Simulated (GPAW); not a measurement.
## Quasiparticle gap of MoS2 (P6_3/mmc) in GPAW

Aim: the G0W0 gap of MoS2 (P6_3/mmc) on LDA, step by step.

Main program and level: GPAW 26.7.0; LDA and many-body steps on it, plane waves.

Most raw output is cut from this account.

The database entry behind the starting cell differs from later determinations by our own check (about 0.3 % long), so it need not match the best structure at ambient conditions.

## Step 1: Starting point

It takes space group P6_3/mmc (No. 194, hexagonal). The conventional cell has a = 3.169 Å, b = 3.169 Å, c = 12.324 Å, α = 90.00°, β = 90.00°, γ = 120.00°. Nearest to Mo lie 6 S at 2.41 Å. Nearest to S lie 3 Mo at 2.41 Å. Farther neighbours and most contacts between anions are not listed.

The cell and positions come from the Crystallography Open Database and are kept as given unless a step says otherwise.

## Step 2: Ground state

This step: GPAW 26.7.0; DFT, LDA, plane waves, PAW.

The ground-state density comes first.

run.py

```python
import json
import numpy as np
from gpaw.mpi import world
from ase import Atoms
from gpaw import GPAW, PW, FermiDirac

atoms = Atoms(['Mo', 'Mo', 'S', 'S', 'S', 'S'],
    cell=[[3.1690000000, 0.0000000000, 0.0000000000],
      [-1.5845000000, 2.7444345046, 0.0000000000],
      [0.0000000000, 0.0000000000, 12.3240000000]],
    scaled_positions=[[0.3333333333, 0.6666666667, 0.2500000000],
      [0.6666666667, 0.3333333333, 0.7500000000],
      [0.3333333333, 0.6666666667, 0.6230000000],
      [0.6666666667, 0.3333333333, 0.1230000000],
      [0.3333333333, 0.6666666667, 0.8770000000],
      [0.6666666667, 0.3333333333, 0.3770000000]],
    pbc=(True, True, True))
calc = GPAW(mode=PW(450),
    xc='LDA',
    kpts={'size': (9, 9, 2), 'gamma': True},
    occupations=FermiDirac(0.001),
    nbands=-9,
    convergence={'density': 1e-6, 'bands': -3},
    maxiter=100,
    txt='gs.txt')
atoms.calc = calc
res = {'energy': atoms.get_potential_energy()}
kpts = calc.get_ibz_k_points()
res['kpts'] = kpts
res['eigenvalues'] = [calc.get_eigenvalues(kpt=k) for k in range(len(kpts))]
res['n_electrons'] = calc.get_number_of_electrons()
calc.write('gs.gpw')

if world.rank == 0:
    with open('result.json', 'w') as f:
        json.dump(res, f, default=lambda x: x.tolist())
```

The run is started by

```bash
$ mpirun -n 8 gpaw python run.py
```

Run time: 11 s. Hardware: 8 MPI ranks of Arm Neoverse V2, shared host; peak memory 1.4 GiB; 62 s of CPU time.

Numbers from this step:

```
total energy               : -49.60 eV
gap                        : 0.8869 eV
k of the valence top       : 0, 0, 0
k of the conduction bottom : 0.3333, -0.1111, 0
least direct gap           : 1.636 eV
```

The gap is indirect, with the least direct gap 0.75 eV higher.

## Step 3: Bands along the symmetry lines

The cheap functional maps the bands first; the places of the edges decide which points the dearer methods must see.

run.py

```python
import json
import numpy as np
from gpaw.mpi import world
from gpaw import GPAW

path = [[0.000000, 0.000000, 0.000000],
    [0.062500, 0.000000, 0.000000],
    [0.125000, 0.000000, 0.000000],
    [0.187500, 0.000000, 0.000000],
    [0.250000, 0.000000, 0.000000],
    [0.312500, 0.000000, 0.000000],
    [0.375000, 0.000000, 0.000000],
    [0.437500, 0.000000, 0.000000],
    [0.500000, 0.000000, 0.000000],
    [0.479167, 0.041667, 0.000000],
    [0.458333, 0.083333, 0.000000],
    [0.437500, 0.125000, 0.000000],
    [0.416667, 0.166667, 0.000000],
    [0.395833, 0.208333, 0.000000],
    [0.375000, 0.250000, 0.000000],
    [0.354167, 0.291667, 0.000000],
    [0.333333, 0.333333, 0.000000],
    [0.291667, 0.291667, 0.000000],
    [0.250000, 0.250000, 0.000000],
    [0.208333, 0.208333, 0.000000],
    [0.166667, 0.166667, 0.000000],
    [0.125000, 0.125000, 0.000000],
    [0.083333, 0.083333, 0.000000],
    [0.041667, 0.041667, 0.000000],
    [0.000000, 0.000000, 0.000000],
    [0.000000, 0.000000, 0.062500],
    [0.000000, 0.000000, 0.125000],
    [0.000000, 0.000000, 0.187500],
    [0.000000, 0.000000, 0.250000],
    [0.000000, 0.000000, 0.312500],
    [0.000000, 0.000000, 0.375000],
    [0.000000, 0.000000, 0.437500],
    [0.000000, 0.000000, 0.500000],
    [0.062500, 0.000000, 0.500000],
    [0.125000, 0.000000, 0.500000],
    [0.187500, 0.000000, 0.500000],
    [0.250000, 0.000000, 0.500000],
    [0.312500, 0.000000, 0.500000],
    [0.375000, 0.000000, 0.500000],
    [0.437500, 0.000000, 0.500000],
    [0.500000, 0.000000, 0.500000],
    [0.479167, 0.041667, 0.500000],
    [0.458333, 0.083333, 0.500000],
    [0.437500, 0.125000, 0.500000],
    [0.416667, 0.166667, 0.500000],
    [0.395833, 0.208333, 0.500000],
    [0.375000, 0.250000, 0.500000],
    [0.354167, 0.291667, 0.500000],
    [0.333333, 0.333333, 0.500000],
    [0.291667, 0.291667, 0.500000],
    [0.250000, 0.250000, 0.500000],
    [0.208333, 0.208333, 0.500000],
    [0.166667, 0.166667, 0.500000],
    [0.125000, 0.125000, 0.500000],
    [0.083333, 0.083333, 0.500000],
    [0.041667, 0.041667, 0.500000],
    [0.000000, 0.000000, 0.500000],
    [0.500000, 0.000000, 0.500000],
    [0.500000, 0.000000, 0.437500],
    [0.500000, 0.000000, 0.375000],
    [0.500000, 0.000000, 0.312500],
    [0.500000, 0.000000, 0.250000],
    [0.500000, 0.000000, 0.187500],
    [0.500000, 0.000000, 0.125000],
    [0.500000, 0.000000, 0.062500],
    [0.500000, 0.000000, 0.000000],
    [0.333333, 0.333333, 0.500000],
    [0.333333, 0.333333, 0.437500],
    [0.333333, 0.333333, 0.375000],
    [0.333333, 0.333333, 0.312500],
    [0.333333, 0.333333, 0.250000],
    [0.333333, 0.333333, 0.187500],
    [0.333333, 0.333333, 0.125000],
    [0.333333, 0.333333, 0.062500],
    [0.333333, 0.333333, 0.000000]]
calc = GPAW('gs.gpw').fixed_density(kpts=path,
    symmetry='off',
    nbands=36,
    convergence={'bands': 32},
    txt='bands.txt')
res = {}
kpts = calc.get_ibz_k_points()
res['kpts'] = kpts
res['eigenvalues'] = [calc.get_eigenvalues(kpt=k) for k in range(len(kpts))]
res['n_electrons'] = calc.get_number_of_electrons()

if world.rank == 0:
    with open('result.json', 'w') as f:
        json.dump(res, f, default=lambda x: x.tolist())
```

The run is started by

```bash
$ mpirun -n 8 gpaw python run.py
```

The job ended after 24 s (8 MPI ranks; peak memory 1.6 GiB).

Numbers from this step:

```yaml
gap: 0.8093 eV
k_of_the_valence_top: 0, 0, 0
k_of_the_conduction_bottom: 0.1667, 0.1667, 0
least_direct_gap: 1.636 eV
```

The gap is 0.809 eV, −0.078 eV from the run before at this level.

Electronic bands along the path, in eV, zero at the top of the highest filled band:

| point | band 23 | band 24 | band 25 | band 26 | band 27 | band 28 | band 29 | band 30 |
| --- | --- | --- | --- | --- | --- | --- | --- | --- |
| Γ | -2.12 | -1.20 | -1.16 | 0.00 | 2.08 | 2.08 | 2.11 | 2.11 |
| halfway | -2.31 | -1.58 | -1.51 | -1.38 | 1.14 | 1.57 | 1.78 | 1.99 |
| M | -1.72 | -1.52 | -1.42 | -1.29 | 1.55 | 1.60 | 1.93 | 2.21 |
| halfway | -2.76 | -2.32 | -1.12 | -0.92 | 1.40 | 1.51 | 2.23 | 2.32 |
| K | -2.66 | -2.66 | -0.80 | -0.63 | 1.01 | 1.01 | 1.73 | 2.78 |
| halfway | -1.79 | -1.56 | -1.50 | -1.47 | 0.81 | 1.59 | 1.67 | 1.72 |
| Γ | -2.12 | -1.20 | -1.16 | 0.00 | 2.08 | 2.08 | 2.11 | 2.11 |
| halfway | -2.13 | -1.86 | -0.64 | -0.06 | 2.08 | 2.08 | 2.10 | 2.10 |
| A | -2.15 | -2.15 | -0.27 | -0.27 | 2.08 | 2.08 | 2.08 | 2.08 |
| halfway | -2.05 | -2.05 | -1.39 | -1.39 | 1.49 | 1.49 | 1.66 | 1.66 |
| L | -1.62 | -1.62 | -1.34 | -1.34 | 1.57 | 1.57 | 2.08 | 2.08 |
| halfway | -2.58 | -2.58 | -1.01 | -1.01 | 1.46 | 1.46 | 2.27 | 2.27 |
| H | -2.84 | -2.84 | -0.73 | -0.73 | 1.01 | 1.01 | 2.22 | 2.22 |
| halfway | -1.74 | -1.74 | -1.48 | -1.48 | 1.15 | 1.15 | 1.77 | 1.77 |
| A | -2.15 | -2.15 | -0.27 | -0.27 | 2.08 | 2.08 | 2.08 | 2.08 |
| jump to L | -1.62 | -1.62 | -1.34 | -1.34 | 1.57 | 1.57 | 2.08 | 2.08 |
| halfway | -1.69 | -1.55 | -1.39 | -1.30 | 1.56 | 1.59 | 1.98 | 2.17 |
| M | -1.72 | -1.52 | -1.42 | -1.29 | 1.55 | 1.60 | 1.93 | 2.21 |
| jump to H | -2.84 | -2.84 | -0.73 | -0.73 | 1.01 | 1.01 | 2.22 | 2.22 |
| halfway | -2.74 | -2.74 | -0.78 | -0.66 | 1.01 | 1.01 | 1.87 | 2.62 |
| K | -2.66 | -2.66 | -0.80 | -0.63 | 1.01 | 1.01 | 1.73 | 2.78 |

## Step 4: Empty states on the mesh, 6×6×2 mesh, 152 bands

The sums over transitions need many empty states on a uniform mesh; this step solves for them.

run.py

```python
import json
import numpy as np
from gpaw.mpi import world
from gpaw import GPAW

calc = GPAW('gs.gpw').fixed_density(kpts={'size': (6, 6, 2), 'gamma': True},
    nbands=177,
    convergence={'bands': 152},
    update_fermi_level=True,
    txt='nscf.txt')
calc.write('full.gpw', mode='all')
res = {}
kpts = calc.get_ibz_k_points()
res['kpts'] = kpts
res['eigenvalues'] = [calc.get_eigenvalues(kpt=k) for k in range(len(kpts))]
res['n_electrons'] = calc.get_number_of_electrons()

if world.rank == 0:
    with open('result.json', 'w') as f:
        json.dump(res, f, default=lambda x: x.tolist())
```

The run is started by

```bash
$ mpirun -n 8 gpaw python run.py
```

Wall time 41 s (8 MPI ranks); peak memory 1.7 GiB; 3.7 min of CPU time.

This step gave:

```
gap                                                           : 0.8093 eV
k of the valence top                                          : 0, 0, 0
k of the conduction bottom                                    : 0.3333, -0.1667, 0
least direct gap                                              : 1.636 eV
k points computed                                             : 14
lowest point of the top converged band, above the valence top : 52.7390 eV
```

On this mesh the gap is 0.809 eV.

## Step 5: Screening and self-energy, 6×6×2 mesh, 142 bands, screening to 70 eV

Now the one-shot GW correction: screening in the RPA, then the self-energy of the levels asked for.

This step: G0W0 on LDA, plane waves, PAW.

run.py

```python
import json
import numpy as np
from gpaw.mpi import world
from gpaw.response.g0w0 import G0W0

gw = G0W0('full.gpw',
    filename='gw',
    kpts=[0, 4, 8],
    bands=(24, 28),
    ecut=70,
    nbands=142,
    integrate_gamma='WS',
    ppa=True)
gw.calculate()
res = {mode: {k: v for k, v in r.items() if k != 'sigma_eskwn'}
       for mode, r in gw.all_results.items()}

if world.rank == 0:
    with open('result.json', 'w') as f:
        json.dump(res, f, default=lambda x: x.tolist())
```

The run is started by

```bash
$ mpirun -n 8 gpaw python run.py
```

It took 1.7 min on 8 MPI ranks; peak memory 2.9 GiB; 9.7 min of CPU time.

Numbers from this step:

```yaml
g0w0_gap_on_the_points_computed: 1.158 eV
least_direct_g0w0_gap_on_the_computed_points: 2.212 eV
z_at_the_valence_top: 0.7806
z_at_the_conduction_bottom: 0.7884
starting_gap_on_the_mesh: 0.8093 eV
k_of_the_valence_top: 0, 0, 0
k_of_the_conduction_bottom: 0.3333, -0.1667, 0
```

The gap on the mesh goes from 0.81 eV to 1.16 eV, a correction of +0.35 eV. The start differs from the 0.89 eV found before because the two sample other k points.

Limits: finite bands, cutoff and mesh; no spin-orbit coupling; coarse k mesh. v1 is the top filled band, c1 the lowest empty one. Levels before and after the correction, in eV, zero at the valence-band top of each column:

|  | conduction bottom | valence top |
| --- | --- | --- |
| Kohn-Sham | 0.81 | 0.00 |
| G0W0 | 1.16 | 0.00 |

|  | level | energy (eV) |
| --- | --- | --- |
| Kohn-Sham | Γ v2 | -1.159 |
| Kohn-Sham | Γ v1 | 0.000 |
| Kohn-Sham | Γ c1-c2 | 2.077 |
| Kohn-Sham | (0.333 -0.167 0) v2 | -1.496 |
| Kohn-Sham | (0.333 -0.167 0) v1 | -1.472 |
| Kohn-Sham | (0.333 -0.167 0) c1 | 0.809 |
| Kohn-Sham | (0.333 -0.167 0) c2 | 1.588 |
| G0W0 | Γ v2 | -1.775 |
| G0W0 | Γ v1 | 0.000 |
| G0W0 | Γ c1-c2 | 2.516 |
| G0W0 | (0.333 -0.167 0) v2 | -1.565 |
| G0W0 | (0.333 -0.167 0) v1 | -1.507 |
| G0W0 | (0.333 -0.167 0) c1 | 1.158 |
| G0W0 | (0.333 -0.167 0) c2 | 2.113 |

## Step 6: Where the time went

Times are wall times on 8 MPI ranks of Arm Neoverse V2, shared host, good to a factor of about two.

| step | time | share | memory (GiB) |
| --- | --- | --- | --- |
| ground state | 11 s | 6 % | 1.4 |
| bands along the symmetry lines | 24 s | 13 % | 1.6 |
| empty states on the mesh | 41 s | 23 % | 1.7 |
| screening and self-energy | 1.7 min | 58 % | 2.9 |

## Step 7: Results

| Property | Result |
| --- | --- |
| LDA gap | 0.81 eV, indirect |
| G0W0 gap on the mesh | 1.16 eV |
| GW settings | 6×6×2 mesh, 142 bands, screening to 70 eV, Godby-Needs plasmon pole |
| known limits | not at the basis limit; no spin-orbit coupling; coarse k mesh |

**Reading.** G0W0 moves the gap on the mesh from 0.81 eV to 1.16 eV (+0.35 eV), with Z of 0.78 and 0.79 at the edges. Only 3 of the mesh's irreducible points were corrected, so a valley elsewhere could overtake. The dearest step here is «screening and self-energy». Bands and cutoff are finite, so the gap is not at the basis limit. The miss can reach some tenths of an eV and take either sign; the mesh is an error of its own. These stock PAW sets were not made for GW. In the G0W0 run levels were corrected at 3 k points alone, so a gap called «on the mesh» is the least over those, and an edge elsewhere would be missed. The 6×6×2 mesh is coarse for this cell, which bears on the long-range parts of exchange and screening. The many-body steps are scalar-relativistic: spin-orbit coupling is not in them.

[Paths, hosts, dates, memory and timing lines, banners, echoed tables and standing remarks are left out of the program output.]

[Logs are printed without paths, hosts, clocks, repeated set-up lines and the standing remarks that a program may print on its own settings, such as how far it seeks lower states.]

[Runs of the session that timed out or met a known fault of the program may be left out.]

[Hosts, paths, dates, database ids (printed as entryN), source tags and the programs' standing remarks are cut or masked in the printed files.]
